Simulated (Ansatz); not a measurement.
# A hypothetical structure for RbZnCl3, part 2 of 2

This structure for RbZnCl3 is made up. Its elements were placed in a known structure type with a cell scaled to their sizes. What cell does the guess relax to, and how far off was it?

Ansatz 0.2.0; DFT, PBE, plane-wave PAW, files of the set soft_1, scalar-relativistic, no spin, cell and ions relaxed at zero pressure; PAW set soft_1 (the session's first sound run).

So far: The structure; Relaxation of the guess. The relaxed cell has a = 5.007 Å (conventional setting).

## Step 3: Bands of the relaxed cell

A second self-consistent run takes a narrower smearing and the mesh shown in its input; the bands follow along the standard path of the relaxed lattice.

This step: DFT, PBE, plane-wave PAW, files of the set soft_1, scalar-relativistic, no spin, bands and density of states at the relaxed cell; PAW set soft_1 (Ansatz 0.2.0).

File input.yaml:

```yaml
crystal:
  lattice:
    - [5.0072580544, 0.0, 0.0]
    - [0.0, 5.0072580544, 0.0]
    - [0.0, 0.0, 5.0072580544]
  atoms:
    - { symbol: Rb, position: [0.0, 0.0, 0.0] }
    - { symbol: Zn, position: [0.5, 0.5, 0.5] }
    - { symbol: Cl, position: [0.5, 0.0, 0.5] }
    - { symbol: Cl, position: [0.0, 0.5, 0.5] }
    - { symbol: Cl, position: [0.5, 0.5, 0.0] }
kpoints:
  mp_grid: { grid: [6, 6, 6] }
  band_path:
    path:
      - [[0.0, 0.0, 0.0], [0.0, 0.5, 0.0], [0.5, 0.5, 0.0], [0.0, 0.0, 0.0], [0.5, 0.5, 0.5], [0.0, 0.5, 0.0]]
      - [[0.5, 0.5, 0.0], [0.5, 0.5, 0.5]]
    npoints: 13
scf:
  occupations: { method: fermi_dirac, width: 0.03 }
  n_extra_bands: 9
hamiltonian:
  xc: pbe
  pseudopotentials: { kind: paw, azcp: { folder: soft_1 } }
output:
  forces: true
  stress: true
  write_bands: true
  dos: { projected: true }
  write_density: true
  write_potential: true
  elf: true
  volumetric_format: npy
```

The run is started by

```console
ansatz run input.yaml --threads 4 --pin off --max-ram 8192MiB --backend cpu --events-out ev --progress --plain --runs-dir out
```

Numbers of over 12 decimals in the logs are rounded to 6 here.

The log of the run:

```text
[...]
Crystal: 5 atoms, lattice volume = 125.545 Å³
Basis set: ecut = 420 eV, 2517 PW (Γ), exchange–correlation on 72×72×72 points (8 copies of the dense FFT grid, shifted against one another)
Bands: 30, of which v1, the nominal top of the filled ones, is band 21 counted from 1 (20 counted from 0)
Symmetry: 48 space group operations
[...]
k-points: 20 of 216
[...]
SCF iter   1: F=—  HF=-9833.810659 eV  |F-HF|=—  |Δ(HF+E_count)|=         —  Δρ=6.02e-2  dr2=4.10e0  ethr=3.10e-3  ⟨swp⟩=7.2  Hψ=3229  notcnv=0  defer=1
[...]
SCF iter   9: F=-9832.012242 eV  HF=-9832.012242 eV  |F-HF|=3.23e-9  |Δ(HF+E_count)|=   5.22e-7  Δρ=3.21e-6  dr2=8.88e-9  ethr=2.38e-10  ⟨swp⟩=19.0  Hψ=5480  notcnv=0
SCF 1 converged in 9 iterations: F = -9832.012242 eV  dr2 = 8.88e-9
[...]
NSCF: frozen V_eff on 80 k-points
SCF converged after 9 iterations
Free energy (F): -9832.012242 eV
[...]
Internal energy: -9832.012242 eV  (E = F + TS)
E sigma→0 (E₀):  -9832.012242 eV
Fermi energy:    3.644988 eV
[...]
--- Stress (GPa, compression-positive) ---
        0.014672       0.000000       0.000000
        0.000000       0.014672       0.000000
        0.000000       0.000000       0.014672
  P = ⅓ Tr σ = 0.0147 GPa (0.147 kbar)
--- Band table (eV; the first three rows and the last of 20) ---
  k-point 0: bands = [... 17 lower, 2.1807, 2.4919, 2.4919, 2.4919, 4.3024, 8.7432, 9.8620, 9.8620, ... 5 higher]
  k-point 1: bands = [... 17 lower, 2.1383, 2.1383, 2.4386, 2.4386, 4.9441, 9.1093, 10.1008, 10.1695, ... 5 higher]
  k-point 2: bands = [... 17 lower, 2.0476, 2.0476, 2.3373, 2.3373, 6.2423, 9.9895, 10.6920, 10.8916, ... 5 higher]
  k-point 19: bands = [... 17 lower, 2.7748, 2.9085, 2.9085, 2.9085, 9.1583, 9.1583, 9.1583, 10.1291, ... 5 higher]
```

Run time: 3.7 s. Hardware: 4 threads of Arm Neoverse V1, shared host; peak memory 0.51 GiB; 14 s of CPU time.

The column dr2 measures how far the density is from self-consistency, as an energy; F and HF (Harris–Foulkes) agree once it is small.

This step gave:

```yaml
fermi_energy: 3.645 eV
gap_by_band_count: 1.394 eV
pressure: 0.01467 GPa
gap_on_the_k_mesh: 1.394 eV
```

From bands.tsv. The electronic bands at the labelled points (eV, zero at the valence top; v1 is the highest filled band, c1 the lowest empty one):

| point | v4 | v3 | v2 | v1 | c1 | c2 | c3 | c4 |
| --- | --- | --- | --- | --- | --- | --- | --- | --- |
| Γ | -0.73 | -0.42 | -0.42 | -0.42 | 1.39 | 5.83 | 6.95 | 6.95 |
| 0.46 of the way | -0.80 | -0.80 | -0.51 | -0.51 | 2.50 | 6.50 | 7.39 | 7.51 |
| X | -0.91 | -0.91 | -0.62 | -0.62 | 4.19 | 7.63 | 8.21 | 8.37 |
| 0.46 of the way | -0.96 | -0.78 | -0.50 | -0.37 | 4.65 | 7.82 | 8.16 | 8.55 |
| M | -1.03 | -1.03 | -0.15 | -0.02 | 6.01 | 7.32 | 7.32 | 8.92 |
| 0.54 of the way | -0.87 | -0.65 | -0.63 | -0.29 | 3.18 | 7.03 | 7.79 | 7.90 |
| Γ | -0.73 | -0.42 | -0.42 | -0.42 | 1.39 | 5.83 | 6.95 | 6.95 |
| 0.54 of the way | -1.23 | -0.34 | -0.26 | -0.26 | 4.18 | 7.47 | 8.08 | 8.08 |
| R | -0.13 | 0.00 | 0.00 | 0.00 | 6.25 | 6.25 | 6.25 | 7.22 |
| 0.54 of the way | -0.69 | -0.50 | -0.37 | -0.30 | 4.96 | 7.35 | 8.02 | 8.29 |
| X | -0.91 | -0.91 | -0.62 | -0.62 | 4.19 | 7.63 | 8.21 | 8.37 |
| jump to M | -1.03 | -1.03 | -0.15 | -0.02 | 6.01 | 7.32 | 7.32 | 8.92 |
| 0.46 of the way | -0.42 | -0.42 | -0.14 | -0.01 | 6.16 | 6.82 | 6.82 | 7.94 |
| R | -0.13 | 0.00 | 0.00 | 0.00 | 6.25 | 6.25 | 6.25 | 7.22 |

States per cell as run, both spins, in windows of 1 eV, from dos.tsv (zero at the valence-band top):

```csv
from,to,total
-8,-7,0.00
-7,-6,0.00
-6,-5,9.98
-5,-4,0.83
-4,-3,1.17
-3,-2,2.02
-2,-1,5.56
-1,0,8.44
0,1,0.00
1,2,0.01
2,3,0.18
3,4,0.46
4,5,0.81
5,6,0.51
```

Below -8 eV lie 14.0 more states.

ELF in the ac plane at fractional y = 0.500, with atoms of Zn and Cl within 0.2 Å of it. It is the smooth field of the valence electrons, not physical close to the nuclei.

Ten even steps from '0' (0.00) to '9' (0.87), each cell a mean:
```
00169975898400
00037999996100
53013688752014
97411222210268
99731111111599
89951100012798
27951000012895
58951100012897
99841110112699
98621111111379
75202455531136
21026899974001
00158987997300
00279952899500
```
Columns run along a (5.0 Å), rows up along c (5.0 Å). Atoms in or near the plane, at fractional coordinates: Zn at (0.50, 0.50), Cl at (0.00, 0.50), Cl at (0.50, 0.00).

Electrostatic potential energy in the ac plane at fractional y = 0.500, with atoms of Zn and Cl within 0.2 Å of it. With pseudopotentials it is smooth inside the atoms' cores, unlike the true potential.

Values in eV, 14 rows by 14 columns, each cell a mean:
```
  9   9   9   9   2 -22 -35 -36 -32  -9   7   9   9   9
  9   9   9   9   6  -5 -22 -26 -15   2   8   9   9   9
  9   9   9   9   8   5   0  -2   2   6   9   9   9   9
  6   7   8   8   7   5   3   2   4   6   8   9   8   7
-12  -4   5   7   5  -2 -15 -19  -9   2   6   6   2  -9
-34 -27  -5   4   0 -21 -44 -48 -35  -9   4   2 -15 -32
-37 -34 -14   2  -4 -34 -53 -53 -48 -19   2  -2 -26 -36
-36 -32 -10   3  -2 -29 -51 -53 -44 -15   3   0 -22 -35
-25 -15   1   6   3 -10 -29 -34 -21  -2   5   5  -5 -22
  1   4   7   8   6   3  -2  -4   0   5   7   8   6   2
  8   9   9   9   8   6   3   2   4   7   8   9   9   9
  9   9   9   9   7   1 -10 -14  -5   5   8   9   9   9
  9   9   9   9   4 -15 -32 -34 -27  -4   7   9   9   9
  9   9   9   8   1 -25 -36 -37 -34 -12   6   9   9   9
```
Columns run along a (5.0 Å; values clipped at the 3rd and 97th percentile), rows up along c (5.0 Å). Atoms in or near the plane, at fractional coordinates: Zn at (0.50, 0.50), Cl at (0.00, 0.50), Cl at (0.50, 0.00).

Valence density in the ac plane at fractional y = 0.500, with atoms of Zn and Cl within 0.2 Å of it. It is the smooth field of the valence electrons, not physical close to the nuclei.

Ten steps, logarithmic in the rise over the least value, from '_' (0 e/Å³) to '@' (34 e/Å³), each cell a mean:
```
________::--------::..______
________..::------::________
__________..::::....________
....________......________..
--::..____..::::..____..::::
----::....::++**==......----
::----....==%%@@**::..::----
----::....--##%%++::..::----
----::..__..--==::..__..::--
::....______......______..::
__________........__________
________..::::--::..________
________..--------::..______
________::----::----..______
```
Columns run along a (5.0 Å), rows up along c (5.0 Å). Atoms in or near the plane, at fractional coordinates: Zn at (0.50, 0.50), Cl at (0.00, 0.50), Cl at (0.50, 0.00).

## Step 4: Results

| Item | Value |
| --- | --- |
| space group, relaxed | Pm-3m |
| conventional cell | a = 5.007, b = 5.007, c = 5.007 Å; α = 90.0°, β = 90.0°, γ = 90.0° |
| volume per atom | 25.11 Å³ (guess 25.74) |

**Reading.** RbZnCl3 relaxes to Pm-3m with a = 5.007, b = 5.007 and c = 5.007 Å. The guessed volume was 3 % too large. The space group Pm-3m was held in the relaxation, so the end point is a stationary structure within it and may be a saddle against distortions or other arrangements. It has an indirect Kohn–Sham gap of 1.39 eV, which semilocal functionals understate. On the 6×6×6 mesh with the narrower smearing (relaxed on 5×5×5) the forces vanish, as symmetry may demand, and the largest stress component is 0.015 GPa, within the relaxation's thresholds of 0.015 eV/Å and 0.05 GPa. The cutoff wasn't tested. No dispersion term is used, so weakly bound directions may come out too long. Nothing here tests whether the compound is stable against decomposition.

[Logs are printed without paths, hosts, clocks, repeated set-up lines and the standing remarks that a program may print on its own settings, such as how far it seeks lower states.]

[Hosts, paths, dates, database ids (printed as entryN), source tags and the programs' standing remarks are cut or masked in the printed files.]
